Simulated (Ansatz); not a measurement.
# Is Ti-Pt-Pt-Ti stack of (111) layers a stable metal?

Question: is the lattice of Ti-Pt-Pt-Ti stack of (111) layers stable, and if so, what are its coupling constant and resistivity?

Calculated with Ansatz 0.2.0; DFT PBEsol, scalar-relativistic, plane waves, PAW; PAW set soft_1.

This is a report of a sequence of runs, with most program output left out.

## Step 1: Set-up

The cell holds 4 atoms: 2 Ti and 2 Pt. Cell: a = 2.772 Å, b = 2.772 Å, c = 17.790 Å, α = 90.0°, β = 90.0°, γ = 120.0°. Vacuum lies along c.

Structure file:

```cif
data_structure
_symmetry_space_group_name_H-M 'P 1'
_symmetry_Int_Tables_number 1
_cell_length_a 2.7719
_cell_length_b 2.7719
_cell_length_c 17.7896
_cell_angle_alpha 90.000
_cell_angle_beta 90.000
_cell_angle_gamma 120.000
_cell_volume 118.37
loop_
_atom_site_label
_atom_site_type_symbol
_atom_site_fract_x
_atom_site_fract_y
_atom_site_fract_z
_atom_site_occupancy
Ti1 Ti 0.00000 0.00000 0.30917 1
Pt2 Pt 0.33333 0.66667 0.43639 1
Pt3 Pt 0.66667 0.33333 0.56361 1
Ti4 Ti 0.00000 0.00000 0.69083 1
```

## Step 2: A first look on a coarse mesh

One cheap point first: pressure, gap and cost.

Input file input.yaml:

```yaml
crystal:
  lattice:
    - [2.77186, 0.0, 0.0]
    - [-1.38593, 2.4005, 0.0]
    - [0.0, 0.0, 17.78964]
  atoms:
    - { symbol: Ti, position: [0.0, 0.0, 0.30916872] }
    - { symbol: Pt, position: [0.33333333, 0.66666667, 0.43638957] }
    - { symbol: Pt, position: [0.66666667, 0.33333333, 0.56361043] }
    - { symbol: Ti, position: [0.0, 0.0, 0.69083128] }
  periodic: [true, true, false]
kpoints:
  mp_grid: { grid: [9, 9, 1] }
hamiltonian:
  xc: pbesol
  pseudopotentials: { kind: paw, azcp: { folder: soft_1 }, xc_functional: pbe }
scf:
  occupations: { method: gaussian, width: 0.1 }
output:
  forces: true
  stress: true
  eigenvalues: true
```

Command:

```console
$ ansatz run input.yaml --threads 4 --pin off --max-ram 12288MiB --backend cpu --events-out ev --progress --plain --runs-dir out
```

Elapsed: 3.2 s, on 4 threads of Arm Neoverse V1, shared host; peak memory 0.64 GiB; 12 s of CPU time.

This step gave:

```yaml
metallic_on_mesh: yes
gap_on_the_k_mesh: 0 eV
```

## Step 3: Rough relaxation

The start is far from rest, so a relaxation with loose thresholds does the first part.

Changes to input.yaml since step 2:

```diff
@@ -22 +22,6 @@
   eigenvalues: true
+relax:
+  adjacent_minimum: "off"
+  f_tol: 0.05
+  max_steps: 80
+  cell: { stress_2d_tol: 0.02 }
```

The job ended after 17 s (4 threads; peak memory 0.66 GiB; 62 s of CPU time).

Relaxation path:

| step | energy less that of the first step (eV) | largest force component (eV/Å) | volume (Å³) |
| --- | --- | --- | --- |
| 1 | 0.0000 | 1.4442 | 248.72 |
| 2 | -0.0550 | 0.9236 | 246.50 |
| 3 | -0.1199 | 0.1560 | 248.39 |
| 4 | -0.1273 | 0.0501 | 247.92 |
| 5 | -0.1280 | 0.0051 | 248.11 |
| 6* | -0.1279 | 0.0051 | 248.11 |

Relaxation steps marked * repeat the geometry before them on a plane-wave basis chosen anew for their cell, so energy and pressure can jump there.

Forces are held to the 12 operations that the run works with; a distortion that breaks them can't arise in this run.

| cell as run | before | after | change |
| --- | --- | --- | --- |
| a (Å) | 2.772 | 2.768 | -0.1 % |
| b (Å) | 2.772 | 2.768 | -0.1 % |

The atoms that moved most (Å, along periodic axes as changes of fractional coordinates times the final cell, across vacuum about the mean position):

| atom | dx | dy | dz | length |
| --- | --- | --- | --- | --- |
| Pt3 | 0.000 | 0.000 | 0.080 | 0.080 |
| Pt2 | 0.000 | 0.000 | -0.080 | 0.080 |
| Ti4 | 0.000 | 0.000 | -0.027 | 0.027 |
| Ti1 | 0.000 | 0.000 | 0.027 | 0.027 |

Final coordinates:

```xyz
4
Lattice="2.7685 0.0000 0.0000 -1.3842 2.3976 0.0000 0.0000 0.0000 37.3793" Properties=species:S:1:pos:R:3
Ti    0.0000    0.0000    5.5268
Pt    0.0000    1.5984    7.6835
Pt    1.3842    0.7992   10.1062
Ti    0.0000    0.0000   12.2629
```

The relaxation ends with a largest force component of 0.0051 eV/Å.

## Step 4: Relaxation

Lattice constant and positions set the bands and the force constants, so the cell is relaxed first.

input.yaml, the sections that differ from step 3:

```yaml
crystal:
  lattice:
    - [2.7684581179, 0.0, 0.0]
    - [-1.3842290589, 2.3975550594, 0.0]
    - [0.0, 0.0, 37.3792790878]
  atoms:
    - { symbol: Ti, position: [0.0, 0.0, 0.1478568156] }
    - { symbol: Pt, position: [0.3333333333, 0.6666666667, 0.2055547242] }
    - { symbol: Pt, position: [0.6666666667, 0.3333333333, 0.2703677771] }
    - { symbol: Ti, position: [0.0, 0.0, 0.3280656857] }
  periodic: [true, true, false]
kpoints:
  mp_grid: { grid: [12, 12, 1] }
relax:
  adjacent_minimum: "off"
  f_tol: 0.005
  max_steps: 80
  cell: { stress_2d_tol: 0.02 }
# hamiltonian, scf, output: as in step 3
```

Wall time 24 s (4 threads); peak memory 0.7 GiB; 94 s of CPU time.

The steps of the relaxation:

| step | energy less that of the first step (eV) | largest force component (eV/Å) | volume (Å³) |
| --- | --- | --- | --- |
| 1 | 0.0000 | 0.1241 | 248.11 |
| 2 | -0.0075 | 0.0442 | 250.82 |
| 3 | -0.0070 | 0.0590 | 252.43 |
| 4 | -0.0080 | 0.0034 | 251.60 |
| 5 | -0.0081 | 0.0003 | 251.85 |
| 6 | -0.0083 | 0.0003 | 251.85 |

The log counts 1 steps on a newly chosen plane-wave basis, not all of them marked here; energy and pressure can jump at such steps. Relaxation step 3 was tried and not accepted.

| cell as run | before | after | change |
| --- | --- | --- | --- |
| a (Å) | 2.768 | 2.789 | +0.8 % |
| b (Å) | 2.768 | 2.789 | +0.8 % |

The atoms that moved most (Å, along periodic axes as changes of fractional coordinates times the final cell, across vacuum about the mean position):

| atom | dx | dy | dz | length |
| --- | --- | --- | --- | --- |
| Ti4 | 0.000 | 0.000 | -0.042 | 0.042 |
| Ti1 | 0.000 | 0.000 | 0.042 | 0.042 |

Final coordinates:

```xyz
4
Lattice="2.7893 0.0000 0.0000 -1.3946 2.4156 0.0000 0.0000 0.0000 37.3793" Properties=species:S:1:pos:R:3
Ti    0.0000    0.0000    5.5690
Pt    0.0000    1.6104    7.6880
Pt    1.3946    0.8052   10.1017
Ti    0.0000    0.0000   12.2206
```

The relaxation ends with a largest force component of 3.3e-4 eV/Å.

## Step 5: Relaxing tightly for phonons

Phonons are second derivatives about the minimum, so the remaining forces must be small: the thresholds are tightened.

input.yaml, the sections that differ from step 4:

```yaml
crystal:
  lattice:
    - [2.7892548528, 0.0, 0.0]
    - [-1.3946274264, 2.4155655602, 0.0]
    - [0.0, 0.0, 37.3792790878]
  atoms:
    - { symbol: Ti, position: [0.0, 0.0, 0.1489866024] }
    - { symbol: Pt, position: [0.3333333333, 0.6666666667, 0.2056744312] }
    - { symbol: Pt, position: [0.6666666667, 0.3333333333, 0.2702480701] }
    - { symbol: Ti, position: [0.0, 0.0, 0.3269358989] }
  periodic: [true, true, false]
scf:
  occupations: { method: methfessel_paxton, width: 0.2 }
relax:
  adjacent_minimum: "off"
  f_tol: 0.001
  max_steps: 60
  cell: { stress_2d_tol: 0.002 }
# kpoints, hamiltonian, output: as in step 4
```

Run time: 18 s. Hardware: 4 threads; peak memory 0.71 GiB; 69 s of CPU time.

Little changed from the start: no atom moved by 0.005 Å and no cell edge by 0.1 %.

## Step 6: Phonons by linear response: q 2×2×1, k 6×6×1

Couplings are defined for a stable lattice alone, so phonons come first.

Input file input.yaml:

```yaml
crystal:
  lattice:
    - [2.7895375618, 0.0, 0.0]
    - [-1.3947687809, 2.4158103934, 0.0]
    - [0.0, 0.0, 37.3792790878]
  atoms:
    - { symbol: Ti, position: [0.0, 0.0, 0.1489891732] }
    - { symbol: Pt, position: [0.3333333333, 0.6666666667, 0.2056747731] }
    - { symbol: Pt, position: [0.6666666667, 0.3333333333, 0.2702477282] }
    - { symbol: Ti, position: [0.0, 0.0, 0.3269333281] }
  periodic: [true, true, false]
kpoints:
  mp_grid: { grid: [6, 6, 1] }
hamiltonian:
  xc: pbesol
  pseudopotentials: { kind: paw, azcp: { folder: soft_1 }, xc_functional: pbe }
scf:
  occupations: { method: methfessel_paxton, width: 0.2 }
output:
  eigenvalues: true
phonons:
  method: dfpt
  qmesh: [2, 2, 1]
  temperatures: { t_max: 1000, t_step: 50 }
  qpath:
    path:
      - [0.0, 0.0, 0.0]
      - [0.5, 0.0, 0.0]
      - [0.33333333, 0.33333333, 0.0]
      - [0.0, 0.0, 0.0]
    npoints: 10
```

The job ended after 2 min (4 threads; peak memory 1.1 GiB; 7.3 min of CPU time).

This step gave:

```yaml
share_of_imaginary_modes_in_the_plain_interpolation_between_solved_wavevectors: 0.1625
highest_frequency_solved_or_plainly_interpolated: 231.6 cm⁻¹
```

Solved on the 2×2×1 mesh alone; all other wavevectors are interpolated. Phonon branches along the path, in cm⁻¹:

| point | branch 1 | branch 2 | branch 3 | branch 4 | branch 9 | branch 10 | branch 11 | branch 12 |
| --- | --- | --- | --- | --- | --- | --- | --- | --- |
| Γ | 0 | 0 | 0 | 40 | 100 | 104 | 225 | 232 |
| halfway | -112 | -75 | 50 | 53 | 124 | 131 | 195 | 198 |
| M | -176 | -133 | 64 | 72 | 139 | 145 | 180 | 181 |
| halfway | -156 | -112 | 66 | 66 | 135 | 141 | 171 | 172 |
| K | -97 | -97 | -33 | -33 | 143 | 143 | 150 | 155 |
| halfway | -118 | -80 | 53 | 72 | 132 | 138 | 187 | 189 |
| Γ | 0 | 0 | 0 | 40 | 100 | 104 | 225 | 232 |

Lowest modes at the softest wavevector of the mesh. The modes at q = (0.500, 0.000, 0.000) (shares of kinetic energy by element, %) (negative means imaginary):

| mode | frequency (cm⁻¹) | Ti % | Pt % |
| --- | --- | --- | --- |
| 1 | -176.5 | 97 | 3 |
| 2 | -133.0 | 96 | 4 |
| 3 | 64.0 | 52 | 48 |
| 4 | 72.5 | 61 | 39 |
| 5 | 73.2 | 8 | 92 |
| 6 | 87.5 | 4 | 96 |

Displacements in mode 1 (-176.5 cm⁻¹), the largest set to 1, in the home cell:
```
Ti1 -1.00 -0.58  0.20
Pt2  0.01  0.00 -0.10
Pt3  0.01  0.00 -0.10
Ti4  1.00  0.58 -0.20
```

Displacements in mode 6 (87.5 cm⁻¹), the largest set to 1, in the home cell:
```
Ti1 -0.22  0.39  0.00
Pt2 -0.58  1.00  0.00
Pt3  0.58 -1.00  0.00
Ti4 -0.22  0.39  0.00
```

Among the solved wavevectors the lowest mode, translations apart, is -176 cm⁻¹, imaginary.

## Step 7: Lattice stability: q 3×3×1, k 9×9×1

An imaginary mode on so few k-points may come from the sampling, so the phonons are repeated with another q and k mesh.

Changes to input.yaml since step 6:

```diff
@@ -12,3 +12,3 @@
 kpoints:
-  mp_grid: { grid: [6, 6, 1] }
+  mp_grid: { grid: [9, 9, 1] }
 hamiltonian:
@@ -22,3 +22,3 @@
   method: dfpt
-  qmesh: [2, 2, 1]
+  qmesh: [3, 3, 1]
   temperatures: { t_max: 1000, t_step: 50 }
```

The job ended after 6.5 min (4 threads; peak memory 1.6 GiB; 25 min of CPU time).

This step gave:

- share of imaginary modes in the plain interpolation between solved wavevectors: 0.0385
- highest frequency, solved or plainly interpolated: 231.7 cm⁻¹

Solved on the 3×3×1 mesh alone; all other wavevectors are interpolated. Phonon branches along the path, in cm⁻¹:

| point | branch 1 | branch 2 | branch 3 | branch 4 | branch 9 | branch 10 | branch 11 | branch 12 |
| --- | --- | --- | --- | --- | --- | --- | --- | --- |
| Γ | 0 | 0 | 0 | 39 | 94 | 103 | 229 | 232 |
| halfway | 54 | 59 | 70 | 94 | 135 | 154 | 220 | 223 |
| M | 58 | 66 | 78 | 93 | 163 | 171 | 183 | 192 |
| halfway | -62 | -48 | 53 | 69 | 153 | 159 | 162 | 170 |
| K | -115 | -115 | -55 | 3 | 138 | 138 | 143 | 150 |
| halfway | 63 | 71 | 82 | 93 | 136 | 152 | 211 | 215 |
| Γ | 0 | 0 | 0 | 39 | 94 | 103 | 229 | 232 |

Lowest modes at the softest wavevector of the mesh. Modes at q = (-0.333, -0.333, 0.000), with each element's share of the kinetic energy (negative means imaginary):

| mode | frequency (cm⁻¹) | Ti % | Pt % |
| --- | --- | --- | --- |
| 1 | -114.8 | 100 | 0 |
| 2 | -114.8 | 100 | 0 |
| 3 | -55.4 | 98 | 2 |
| 4 | 3.3 | 91 | 9 |
| 5 | 89.0 | 51 | 49 |
| 6 | 89.0 | 51 | 49 |

Displacements in mode 1 (-114.8 cm⁻¹), the largest set to 1, in the home cell (x, y, z of the real part, then of the imaginary part):
```
Ti1  0.00 -0.02  0.00  0.00  0.00  0.00
Pt2  0.00  0.00  0.04  0.00  0.00  0.00
Pt3  0.00  0.00  0.00  0.00  0.00  0.00
Ti4  0.00  1.00  0.00  1.00  0.00  0.00
```

Displacements in mode 3 (-55.4 cm⁻¹), the largest set to 1, in the home cell (x, y, z of the real part, then of the imaginary part):
```
Ti1  0.00  0.00 -1.00  0.00  0.00  0.00
Pt2  0.00 -0.05  0.00  0.05  0.00  0.00
Pt3 -0.05 -0.03  0.00 -0.03  0.05  0.00
Ti4  0.00  0.00  1.00  0.00  0.00  0.00
```

The modes has structure finer than the step of the table below, so its rows give means over 10 cm⁻¹, whole bins alone (the curve runs from -125 to 249 cm⁻¹). Peaks (cm⁻¹: height): Pt 67.8: 0.0709, 93.6: 0.0922, 154.7: 0.0497; Ti 67.8: 0.0290, 124.2: 0.0814, 154.7: 0.0329, 227.5: 0.0360.

Phonopy on the run's constants, 21x21x1 mesh, Gaussian sigma 2.7 cm⁻¹. Table of modes by wavenumber; means over each step; values in 1/cm⁻¹/cell:

| wavenumber (cm⁻¹) | Pt | Ti |
| --- | --- | --- |
| -110 | 2.2e-5 | 0.00505 |
| -100 | 3.9e-5 | 0.00455 |
| -90 | 4.2e-5 | 0.00615 |
| -80 | 5.2e-5 | 0.00258 |
| -70 | 1.1e-4 | 0.00558 |
| -60 | 1.2e-4 | 0.00595 |
| -50 | 1.1e-4 | 0.00357 |
| -40 | 1.5e-4 | 0.00345 |
| -30 | 2.0e-4 | 0.00222 |
| -20 | 2.4e-4 | 0.00316 |
| -10 | 1.7e-4 | 0.00218 |
| 0 | 5.4e-4 | 4.3e-4 |
| 10 | 0.00144 | 0.00174 |
| 20 | 0.00375 | 0.00542 |
| 30 | 0.00647 | 0.00561 |
| 40 | 0.0138 | 0.0114 |
| 50 | 0.0243 | 0.0115 |
| 60 | 0.0510 | 0.0225 |
| 70 | 0.0589 | 0.0236 |
| 80 | 0.0387 | 0.0169 |
| 90 | 0.0602 | 0.0272 |
| 100 | 0.0576 | 0.0374 |
| 110 | 0.0511 | 0.0523 |
| 120 | 0.0472 | 0.0712 |
| 130 | 0.0325 | 0.0525 |
| 140 | 0.0250 | 0.0298 |
| 150 | 0.0357 | 0.0272 |
| 160 | 0.0402 | 0.0222 |
| 170 | 0.0165 | 0.0120 |
| 180 | 0.00655 | 0.0160 |
| 190 | 0.00698 | 0.0210 |
| 200 | 0.00523 | 0.0188 |
| 210 | 0.00443 | 0.0189 |
| 220 | 0.00515 | 0.0240 |
| 230 | 0.00547 | 0.0245 |
| 240 | 1.7e-4 | 7.6e-4 |

No LO-TO term; unit eigenvectors of the mass-weighted matrix. Modes at Γ, with each element's share of the kinetic energy:

| mode | frequency (cm⁻¹) | symmetry | Ti % | Pt % |
| --- | --- | --- | --- | --- |
| 1 | 0.0 | unnamed | 20 | 80 |
| 2 | 0.0 | unnamed | 20 | 80 |
| 3 | 0.0 | unnamed | 20 | 80 |
| 4 | 38.8 | Eg | 23 | 77 |
| 5 | 38.8 | Eg | 23 | 77 |
| 6 | 91.5 | Eu | 80 | 20 |
| 7 | 91.5 | Eu | 80 | 20 |
| 8 | 94.1 | Eg | 77 | 23 |
| 9 | 94.1 | Eg | 77 | 23 |
| 10 | 103.1 | A1g | 21 | 79 |
| 11 | 228.6 | A1g | 79 | 21 |
| 12 | 231.7 | A2u | 80 | 20 |

Displacements in mode 4 (38.8 cm⁻¹), the largest set to 1:
```
Ti1 -0.17  1.00  0.00
Pt2 -0.15  0.92  0.00
Pt3  0.15 -0.92  0.00
Ti4  0.17 -1.00  0.00
```

Displacements in mode 6 (91.5 cm⁻¹), the largest set to 1:
```
Ti1 -0.06  1.00  0.00
Pt2  0.01 -0.25  0.00
Pt3  0.01 -0.25  0.00
Ti4 -0.06  1.00  0.00
```

Among the solved wavevectors the lowest mode, translations apart, is -115 cm⁻¹, imaginary.

## Step 8: Summary of results

```json
{"phonon run of the rows without a label of their own": "PBEsol, q 3×3×1, k 9×9×1", "softest mode on the q mesh": "-115 cm⁻¹ at q = (-0.333, -0.333, 0)", "highest frequency, solved or plainly interpolated": "232 cm⁻¹"}
```

The lattice is dynamically unstable at this level: a mode at q = (-0.333, -0.333, 0) is imaginary, 115i cm⁻¹, so no harmonic coupling constant or resistivity is defined for this structure. These meshes are coarse, and single modes of a metal can move by tens of cm⁻¹ with the k mesh. The coarser mesh found an imaginary mode at another wavevector, which this mesh lacks. Spin–orbit coupling, left out here, matters for Pt. The phonon runs are not spin-polarised. The PAW files were made for PBE; under other functionals the run regenerates their frozen core. The structure was built by hand as an ordered model, and its stability against other phases was not tested.

[Logs are printed without paths, hosts, clocks, repeated set-up lines and the standing remarks that a program may print on its own settings, such as how far it seeks lower states.]

[Hosts, paths, dates, database ids (printed as entryN), source tags and the programs' standing remarks are cut or masked in the printed files.]
